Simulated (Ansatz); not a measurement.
In doubt: the elements are of a kind flagged for part-filled d or f shells, though by formal charges that shell is empty here, so the flag may not apply.

Rows from a G0W0 calculation on CeO2 (Fm-3m) (Ansatz 0.2.0; G0W0 on PBE, plane waves, PAW; PAW set soft_1; 6×6×6 mesh, 164 empty bands, screening to 150 eV, PAW set soft_1 files), in eV. Spin-orbit coupling is left out.

```
row      Σx      Σc     Vxc     Z
  A  -23.69  -12.60  -38.09  0.56
  B  -23.20  -11.62  -36.65  0.58
  C  -25.91    3.59  -22.41  0.68
  D  -26.31    3.27  -23.22  0.68
  E  -23.40  -12.60  -37.78  0.56
  F  -23.60  -12.96  -38.33  0.55
```

Q: Which rows are filled states and which are empty ones, and how can one tell?

Filled: C and D. Empty: A, B, E and F. The sign of Σc tells: for a filled state bare exchange, which holds its interaction with itself, lies below Vxc (Σx − Vxc is -3.1 eV or lower here) and screening gives part back as a positive Σc. For an empty state Σx lies above Vxc (+13.4 eV or more) and the Coulomb hole leaves Σc negative.

[Paths, hosts, dates, memory and timing lines, banners, echoed tables and standing remarks are left out of the program output.]

[Logs are printed without paths, hosts, clocks, repeated set-up lines and the standing remarks that a program may print on its own settings, such as how far it seeks lower states.]

[Runs of the session that timed out or met a known fault of the program may be left out.]

[Cells called generated may have been cut or substituted from an entry of the Crystallography Open Database or the Materials Project.]

[Hosts, paths, dates, database ids (printed as entryN), source tags and the programs' standing remarks are cut or masked in the printed files.]
